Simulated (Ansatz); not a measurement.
# Antimonene bilayer (AA') in a perpendicular field

Aim: how the antimonene bilayer (AA') screens a field along its normal, and what the field does to its bands. A positive field points along +c.

Program: Ansatz 0.2.0. Level of theory: plane-wave DFT, PBEsol-D3(BJ), Ansatz PAW, in the first sound run; inputs show where later runs differ. Results are calculated unless marked as measured.

This is a report of a sequence of runs, with most program output left out.

## 1. The starting structure

The cell holds 4 atoms: 4 Sb. Cell: a = 4.120 Å, b = 4.120 Å, c = 24.300 Å, α = 90.0°, β = 90.0°, γ = 120.0°. Regions: layer 1: antimonene, 2 atoms (2 Sb); layer 2: antimonene, 2 atoms (2 Sb). Vacuum lies along c.

As a file:

```cif
data_structure
_symmetry_space_group_name_H-M 'P 1'
_symmetry_Int_Tables_number 1
_cell_length_a 4.1200
_cell_length_b 4.1200
_cell_length_c 24.3000
_cell_angle_alpha 90.000
_cell_angle_beta 90.000
_cell_angle_gamma 120.000
_cell_volume 357.22
loop_
_atom_site_label
_atom_site_type_symbol
_atom_site_fract_x
_atom_site_fract_y
_atom_site_fract_z
_atom_site_occupancy
Sb1 Sb 0.66667 0.33333 0.37037 1
Sb2 Sb 0.33333 0.66667 0.43827 1
Sb3 Sb 0.33333 0.66667 0.56173 1
Sb4 Sb 0.66667 0.33333 0.62963 1
```

## 2. Relaxation

The starting cell is a guess, so the in-plane lattice and the atoms are relaxed first, with the slab cut off from its images along the normal. The program lengthens the vector along the normal by itself, so c and the volume that it reports differ from the typed ones.

Input file input.yaml:

```yaml
crystal:
  lattice:
    - [4.12, 0.0, 0.0]
    - [-2.06, 3.5680246636, 0.0]
    - [0.0, 0.0, 24.3]
  atoms:
    - { symbol: Sb, position: [0.6666666667, 0.3333333333, 0.3703703704] }
    - { symbol: Sb, position: [0.3333333333, 0.6666666667, 0.4382716049] }
    - { symbol: Sb, position: [0.3333333333, 0.6666666667, 0.5617283951] }
    - { symbol: Sb, position: [0.6666666667, 0.3333333333, 0.6296296296] }
  periodic: [true, true, false]
kpoints:
  mp_grid: { grid: [12, 12, 1] }
hamiltonian:
  xc: pbesol
  dispersion: d3bj
scf:
  occupations: { method: fermi_dirac, width: 0.05 }
  convergence: { dr2_threshold: 1.0e-09 }
relax:
  f_tol: 0.004
  max_steps: 90
  cell: {}
output:
  write_potential: true
  write_density: true
  volumetric_format: npy
```

Command:

```
$ ansatz run input.yaml --threads 4 --pin off --max-ram 6144MiB --backend cpu --events-out ev --progress --plain --runs-dir out
```

Run time: 54 s. Hardware: 4 threads of Arm Neoverse V2, shared host; peak memory 0.97 GiB.

Step by step:

```
step  energy less that of the first step (eV)  largest force component (eV/Å)  volume (Å³)
   1                                   0.0000                          1.1424       535.09
   2                                  -0.2317                          0.6943       529.62
   3                                  -0.3702                          0.1380       516.40
   4                                  -0.3968                          0.0868       503.69
   5                                  -0.3984                          0.0094       502.27
   6                                  -0.3987                          0.0057       503.14
   7                                  -0.3987                          0.0004       503.34
  8*                                  -0.3970                          0.0006       503.34
```

Relaxation steps marked * repeat the geometry before them on a plane-wave basis chosen anew for their cell, so energy and pressure can jump there.

Forces are held to the 12 operations that the run works with; a distortion that breaks them can't arise in this run.

```
cell as run  before  after  change
      a (Å)   4.120  3.996  -3.0 %
      b (Å)   4.120  3.996  -3.0 %
```

The atoms that moved most (Å, along periodic axes as changes of fractional coordinates times the final cell, across vacuum about the mean position):

```
atom     dx     dy      dz  length
 Sb4  0.000  0.000   0.426   0.426
 Sb1  0.000  0.000  -0.426   0.426
 Sb2  0.000  0.000  -0.424   0.424
 Sb3  0.000  0.000   0.424   0.424
```

Final coordinates:

```xyz
4
Lattice="3.9959 0.0000 0.0000 -1.9980 3.4606 0.0000 0.0000 0.0000 36.4000" Properties=species:S:1:pos:R:3
Sb    1.9980    1.1535    8.5742
Sb    0.0000    2.3070   10.2257
Sb    0.0000    2.3070   14.0743
Sb    1.9980    1.1535   15.7258
```

The lattice constant a goes from 4.120 to 3.996 Å.

## 3. Atoms held, field 0

A sawtooth potential applies the field, turning back in the middle of the vacuum. With the dipole correction the typed value is the field outside the slab. The induced dipole is small, so the SCF threshold is tight.

The cell differs from the one that the last finished run ended in (c 36.400 → 25.152 Å).

Input file input.yaml:

```yaml
crystal:
  lattice:
    - [3.9959055679, 0.0, 0.0]
    - [-1.9979527839, 3.4605557329, 0.0]
    - [0.0, 0.0, 25.1516206376]
  atoms:
    - { symbol: Sb, position: [0.6666666667, 0.3333333333, 0.3578298246] }
    - { symbol: Sb, position: [0.3333333333, 0.6666666667, 0.4234912791] }
    - { symbol: Sb, position: [0.3333333333, 0.6666666667, 0.5765087209] }
    - { symbol: Sb, position: [0.6666666667, 0.3333333333, 0.6421701754] }
kpoints:
  mp_grid: { grid: [12, 12, 1] }
  band_path:
    path: [[0, 0, 0], [0.5, 0, 0], [0.33333333, 0.33333333, 0], [0, 0, 0]]
    npoints: 16
hamiltonian:
  xc: pbesol
  dispersion: d3bj
scf:
  occupations: { method: fermi_dirac, width: 0.02585 }
  convergence: { dr2_threshold: 1.0e-10 }
efield:
  axis: 3
  dipole_correction: true
  ramp_position: 0.97
  ramp_width: 0.06
  amplitude: 0
output:
  dos: { projected: true, e_range: [-6, 5] }
  bader: true
  write_potential: true
  write_density: true
  volumetric_format: npy
  elf: true
```

Run time: 17 s. Hardware: 4 threads; peak memory 0.8 GiB; 65 s of CPU time.

Numbers from this step:

```yaml
dipole_along_the_normal: -2.45e-8 e·Å
gap_along_the_path: 0.6627 eV
smallest_direct_gap_along_the_path: 1.245 eV
ionisation_energy_upper_face: 4.614 eV
electron_affinity_upper_face: 3.952 eV
gap_the_smaller_of_path_and_mesh: 0.6567 eV
```

Running mean over a fixed 2.7 Å (it still follows the layers) of the planar mean; the ramp of the sawtooth is left out. Electron's electrostatic potential energy less the Fermi level against z:

```
z (Å)  electron's electrostatic potential energy less the Fermi level (eV)
  3.5                                                                 4.30
  4.0                                                                 4.30
  4.5                                                                 4.30
  5.0                                                                 4.29
  5.5                                                                 4.28
  6.0                                                                 4.22
  6.5                                                                 3.99
  7.0                                                                 3.20
  7.5                                                                 1.57
  8.0                                                               -0.366
  8.5                                                                -2.21
  9.0                                                                -3.93
  9.5                                                                -5.34
 10.0                                                                -5.55
 10.5                                                                -4.45
 11.0                                                                -2.78
 11.5                                                                -1.04
 12.0                                                                0.658
 12.5                                                                 1.63
 13.0                                                                 1.09
 13.5                                                               -0.512
 14.0                                                                -2.26
 14.5                                                                -3.96
 15.0                                                                -5.33
 15.5                                                                -5.55
 16.0                                                                -4.43
 16.5                                                                -2.74
 17.0                                                               -0.940
 17.5                                                                0.989
 18.0                                                                 2.77
 18.5                                                                 3.84
 19.0                                                                 4.18
 19.5                                                                 4.27
 20.0                                                                 4.29
 20.5                                                                 4.30
 21.0                                                                 4.30
 21.5                                                                 4.30
 22.0                                                                 4.30
```

The density of states has structure finer than the step of the table below, so its rows give means over 0.2 eV, whole bins alone (the curve runs from -6 to 2.22 eV). Peaks (eV: height): -4.02: 8.22, -3.66: 8.78, -2.42: 12.9, -1.78: 13.5, -0.57: 15.6, 1.00: 6.61, 1.69: 4.91.

Density of states against energy, zero at the Fermi level of the run, which the smearing sets inside the gap; means over each step:

```
energy (eV)  density of states (states/eV a cell)
       -4.6                                     0
       -4.4                                0.0964
       -4.2                                  1.15
       -4.0                                  4.74
       -3.8                                  2.41
       -3.6                                  4.59
       -3.4                                  2.26
       -3.2                                  2.54
       -3.0                                  2.40
       -2.8                                  2.69
       -2.6                                  3.28
       -2.4                                  4.87
       -2.2                                  4.20
       -2.0                                  3.90
       -1.8                                  6.17
       -1.6                                  3.54
       -1.4                                  2.28
       -1.2                                  1.94
       -1.0                                  1.82
       -0.8                                  1.84
       -0.6                                  4.22
       -0.4                                 0.362
       -0.2                                4.5e-4
        0.0                                     0
        0.2                                     0
        0.4                                 0.364
        0.6                                  1.59
        0.8                                  2.19
        1.0                                  3.29
        1.2                                  2.85
        1.4                                  2.92
        1.6                                  4.14
        1.8                                  4.09
        2.0                                  3.17
```

Projected DOS per atom over height of the atomic layer and energy from the Fermi level. Layers: Sb Sb Sb Sb from below.

Ten even steps from '0' (0.00 states/eV) to '9' (1.28 states/eV), each cell a mean:
```
5555
7777
5555
5445
2112
0000
0000
4444
3333
4444
9999
8778
7777
5555
4554
7667
6886
0000
0000
0000
0000
0000
```
Columns: height of the atomic layer (Å) from 9 to 16.2 (not evenly spaced); rows upwards: energy from the Fermi level (eV) from -5.96 to 2.14.

The electronic bands at the labelled points (eV, zero at the Fermi level of the run, which the smearing sets inside the gap):

```
  point  band 27  band 28  band 29  band 30  band 31  band 32  band 33  band 34
      Γ    -0.39    -0.39    -0.31    -0.31     1.27     1.75     2.38     2.38
halfway    -1.74    -1.45    -1.38    -0.69     0.58     1.09     2.81     3.00
      M    -2.56    -2.12    -2.05    -1.91     0.89     1.22     1.34     2.40
halfway    -3.04    -2.65    -2.47    -1.86     0.96     1.67     2.19     2.27
      K    -3.03    -2.60    -2.42    -2.06     0.41     0.98     2.51     2.56
halfway    -2.51    -2.41    -1.67    -0.67     1.35     2.00     2.09     2.48
      Γ    -0.39    -0.39    -0.31    -0.31     1.27     1.75     2.38     2.38
```

ELF in the ca plane at fractional y = 0.333, with atoms of Sb within 0.2 Å of it. It is the smooth field of the valence electrons, not physical close to the nuclei.

Values, 6 rows by 16 columns, each cell a mean:
```
0.01 0.21 0.67 0.52 0.37 0.46 0.27 0.05 0.17 0.39 0.45 0.39 0.70 0.41 0.05 0.00
0.04 0.42 0.80 0.27 0.11 0.30 0.07 0.01 0.03 0.22 0.24 0.08 0.68 0.65 0.12 0.00
0.03 0.38 0.79 0.33 0.17 0.34 0.10 0.02 0.05 0.25 0.28 0.15 0.69 0.61 0.11 0.00
0.01 0.13 0.53 0.54 0.45 0.50 0.38 0.08 0.27 0.45 0.50 0.45 0.61 0.28 0.03 0.00
0.00 0.01 0.07 0.19 0.36 0.43 0.57 0.17 0.49 0.46 0.42 0.25 0.12 0.02 0.00 0.00
0.00 0.02 0.16 0.31 0.42 0.46 0.55 0.15 0.45 0.48 0.47 0.35 0.24 0.06 0.00 0.00
```
Columns run along c (16.0 Å, from fractional 0.20 to 0.84 of the cell), rows up along a (4.0 Å). Atoms in or near the plane, at fractional coordinates: Sb at (0.36, 0.67), Sb at (0.64, 0.67).

Valence density in the ca plane at fractional y = 0.333, with atoms of Sb within 0.2 Å of it. It is the smooth field of the valence electrons, not physical close to the nuclei.

Ten steps, logarithmic in the rise over the least value, from '0' (0 e/Å³) to '9' (16 e/Å³), each cell a mean:
```
00000000122322111000000001112222210000000000
00000001235643210000000000112466421000000000
00000001358974210000000000113699632000000000
00000001359984210000000000113799732000000000
00000001246753210000000000112466421000000000
00000000123322111000000001112233211000000000
00000000011111111100000011111111100000000000
00000000000111122110000012221110000000000000
00000000000111122110000012221110000000000000
00000000011111111100000011111111100000000000
```
Columns run along c (16.0 Å, from fractional 0.20 to 0.84 of the cell), rows up along a (4.0 Å). Atoms in or near the plane, at fractional coordinates: Sb at (0.36, 0.67), Sb at (0.64, 0.67).

Electrostatic potential energy in the ca plane at fractional y = 0.333, with atoms of Sb within 0.2 Å of it. With pseudopotentials it is smooth inside the atoms' cores, unlike the true potential.

Values in eV, 6 rows by 16 columns, each cell a mean:
```
  5   5   3 -10 -14   0   3   4   4   2  -8 -16   0   5   5   5
  5   5   2 -22 -25  -3   4   4   4   2 -19 -26  -6   5   5   5
  5   5   2 -20 -25  -2   4   4   4   2 -17 -26  -4   5   5   5
  5   5   4  -4  -8   0   2   4   3   0  -4  -8   2   5   5   5
  5   5   4   3   1  -4  -1   4   2  -5   0   3   4   5   5   5
  5   5   4   2   1  -3   0   4   2  -3   0   1   4   5   5   5
```
Columns run along c (16.0 Å, from fractional 0.20 to 0.84 of the cell; values clipped at the 3rd and 97th percentile), rows up along a (4.0 Å). Atoms in or near the plane, at fractional coordinates: Sb at (0.36, 0.67), Sb at (0.64, 0.67).

The gap is 0.66 eV, with the valence edge 4.61 eV and the conduction edge 3.95 eV under the upper vacuum level. Spin-orbit coupling, left out in this run, matters for the bands of elements this heavy.

## 4. Atoms held, field 0.03 V/Å

input.yaml, as its differences from that of step 3:

```diff
@@ -26,6 +26,4 @@
   ramp_width: 0.06
-  amplitude: 0
+  amplitude: 0.03
 output:
-  dos: { projected: true, e_range: [-6, 5] }
-  bader: true
   write_potential: true
@@ -33,2 +31 @@
   volumetric_format: npy
-  elf: true
```

Elapsed: 11 s, on 4 threads; peak memory 0.72 GiB; 42 s of CPU time.

The dipole is 0.0213 e·Å, and the gap 0.655 eV.

## 5. Single point, field -0.03 V/Å

input.yaml, as its differences from that of step 4:

```diff
@@ -26,3 +26,3 @@
   ramp_width: 0.06
-  amplitude: 0.03
+  amplitude: -0.03
 output:
```

The job ended after 11 s (4 threads; peak memory 0.72 GiB).

The dipole is -0.0213 e·Å, and the gap 0.655 eV.

## 6. Atoms held, field 0.15 V/Å

input.yaml, as its differences from that of step 5:

```diff
@@ -26,3 +26,3 @@
   ramp_width: 0.06
-  amplitude: -0.03
+  amplitude: 0.15
 output:
```

Wall time 11 s (4 threads); peak memory 0.72 GiB; 41 s of CPU time.

The dipole is 0.107 e·Å, and the gap 0.619 eV.

## 7. Single point, field 0.25 V/Å

input.yaml, as its differences from that of step 6:

```diff
@@ -26,3 +26,3 @@
   ramp_width: 0.06
-  amplitude: 0.15
+  amplitude: 0.25
 output:
```

Elapsed: 11 s, on 4 threads; peak memory 0.72 GiB; 43 s of CPU time.

The dipole is 0.178 e·Å, and the gap 0.574 eV.

## 8. Single point, field -0.25 V/Å

input.yaml, as its differences from that of step 7:

```diff
@@ -26,4 +26,6 @@
   ramp_width: 0.06
-  amplitude: 0.25
+  amplitude: -0.25
 output:
+  dos: { projected: true, e_range: [-6, 5] }
+  bader: true
   write_potential: true
@@ -31 +33,2 @@
   volumetric_format: npy
+  elf: true
```

Elapsed: 17 s, on 4 threads; peak memory 0.78 GiB.

The dipole is -0.178 e·Å, and the gap 0.574 eV.

## 9. Response, atoms held

This step: plane-wave DFT, PBEsol-D3(BJ), Ansatz PAW; response to a field along the normal, atoms held (Ansatz 0.2.0).

The dipoles give the slope, and the difference of two potentials shows where the field is screened.

Numbers from this step:

| Item | Value |
| --- | --- |
| equivalent conductor thickness p/(ε₀AE) | 9.300 Å |
| distance between the outer atoms | 7.152 Å |

Table of dipole of the cell by applied field:

```
applied field (V/Å)  dipole of the cell (e·Å)
             -0.250                    -0.178
             -0.030                   -0.0213
              0.000                         0
              0.030                    0.0213
              0.150                     0.107
              0.250                     0.178
```

Local field over the applied field, running mean. From the potentials at -0.03 and 0.03 V/Å; running mean over 2.5 Å. The local field over applied field by z:

```
z (Å)  local field over applied field
    5                           0.987
    6                           0.925
    7                           0.699
    8                           0.355
    9                          0.0736
   10                         -5.5e-4
   11                          0.0981
   12                           0.269
   13                           0.284
   14                           0.126
   15                         0.00260
   16                          0.0491
   17                           0.303
   18                           0.650
   19                           0.904
   20                           0.983
   21                           0.997
```

Electrons, planar mean, per unit field. Table of induced electron density by z:

```
z (Å)  induced electron density (e/Å³ per V/Å)
  4.5                                   2.4e-5
  5.0                                   6.2e-5
  5.5                                   1.6e-4
  6.0                                   3.8e-4
  6.5                                   9.0e-4
  7.0                                  0.00187
  7.5                                  0.00298
  8.0                                  0.00278
  8.5                                  0.00113
  9.0                                   9.3e-4
  9.5                                   2.7e-4
 10.0                                  -1.2e-4
 10.5                                  -5.3e-4
 11.0                                  -7.0e-4
 11.5                                 -0.00181
 12.0                                 -0.00188
 12.5                                  -2.8e-4
 13.0                                  0.00148
 13.5                                  0.00210
 14.0                                   8.4e-4
 14.5                                   6.6e-4
 15.0                                   2.1e-4
 15.5                                  -1.7e-4
 16.0                                  -7.1e-4
 16.5                                 -0.00103
 17.0                                 -0.00226
 17.5                                 -0.00315
 18.0                                 -0.00223
 18.5                                 -0.00114
 19.0                                  -5.0e-4
 19.5                                  -2.1e-4
 20.0                                  -8.3e-5
 20.5                                  -3.2e-5
 21.0                                  -1.2e-5
```

The smaller of the gaps on the path and on the k-mesh, counted as 0 under 0.03 eV. Gap against applied field:

```
applied field (V/Å)  gap (eV)
             -0.250     0.574
             -0.030     0.655
              0.000     0.657
              0.030     0.655
              0.150     0.619
              0.250     0.574
```

By hand: between -0.03 and 0.03 V/Å the dipole changes by 0.04264 e·Å, a slope of 0.7107 e·Å²/V. A perfect conductor of thickness t has p = ε₀AEt, so t = 180.95 × 0.7107 / 13.828 = 9.30 Å (e/ε₀ = 180.95 V·Å, A in Å²).

The induced dipole is that of a conductor 9.30 Å thick.

(Part 1 of 2 ends here.)

[Logs are printed without paths, hosts, clocks, repeated set-up lines and the standing remarks that a program may print on its own settings, such as how far it seeks lower states.]

[Hosts, paths, dates, database ids (printed as entryN), source tags and the programs' standing remarks are cut or masked in the printed files.]

[Maps of the electrostatic potential energy from Ansatz leave out the sawtooth potential of an applied field or a dipole correction, so their vacuum need not be flat; planar profiles and work functions include it.]

[The density of states shown here was stored with 400 of the rows of the run's finer table, so its peaks can read low, often by over a quarter, or be missed, and its means over a window can be off by a tenth or more.]
